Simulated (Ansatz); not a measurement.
An input for Ansatz 0.2.0 (KBaLaWO6 (F-43m)):

```yaml
crystal:
  lattice:
    - [0.0, 4.3662696244, 4.3662696244]
    - [4.3662696244, 0.0, 4.3662696244]
    - [4.3662696244, 4.3662696244, 0.0]
  atoms:
    - { symbol: K, position: [0.25, 0.25, 0.25] }
    - { symbol: Ba, position: [0.75, 0.75, 0.75] }
    - { symbol: La, position: [0.0, 0.0, 0.0] }
    - { symbol: W, position: [0.5, 0.5, 0.5] }
    - { symbol: O, position: [0.7234981487, 0.2765018513, 0.2765018513] }
    - { symbol: O, position: [0.2765018513, 0.7234981487, 0.7234981487] }
    - { symbol: O, position: [0.7234981487, 0.7234981487, 0.2765018513] }
    - { symbol: O, position: [0.2765018513, 0.2765018513, 0.7234981487] }
    - { symbol: O, position: [0.2765018513, 0.7234981487, 0.2765018513] }
    - { symbol: O, position: [0.7234981487, 0.2765018513, 0.7234981487] }
kpoints:
  mp_grid: { grid: [4, 4, 4] }
  band_path:
    path:
      - [0.0, 0.0, 0.0]
      - [-0.5, -0.5, 0.0]
      - [-0.375, -0.375, 0.25]
      - [-0.375, 0.0, 0.375]
      - [0.0, 0.0, 0.5]
      - [-0.5, -0.25, 0.25]
    npoints: 1
hamiltonian:
  xc: hse06
  pseudopotentials: { kind: paw, azcp: { folder: soft_1 } }
scf:
  occupations: { method: fixed }
  n_extra_bands: 7
output:
  eigenvalues: true
```

```sh
ansatz run input.yaml --threads 2 --pin off --max-ram 92160MiB --backend cuda --events-out ev --progress --plain --runs-dir out --devices 1 --max-vram 13GiB
```

**Question.** How long will it take on 1 × NVIDIA H100 80GB HBM3 (shared by 6 runs) with 2 threads of AMD EPYC 7R13 (Zen 3), shared host, and how much memory?

It took 39 s; on shared hardware allow 20 s to 79 s. Peak host memory was 1.5 GiB. The sizes that set the cost: 3287 plane waves a state, 8 irreducible k points and 21 SCF cycles.

Exact exchange couples every pair of k points and filled bands, so it costs far more than a semilocal run.

[Paths, hosts, dates, memory and timing lines, banners, echoed tables and standing remarks are left out of the program output.]

[Logs are printed without paths, hosts, clocks, repeated set-up lines and the standing remarks that a program may print on its own settings, such as how far it seeks lower states.]

[Runs of the session that timed out or met a known fault of the program may be left out.]

[Cells called generated may have been cut or substituted from an entry of the Crystallography Open Database or the Materials Project.]

[Hosts, paths, dates, database ids (printed as entryN), source tags and the programs' standing remarks are cut or masked in the printed files.]
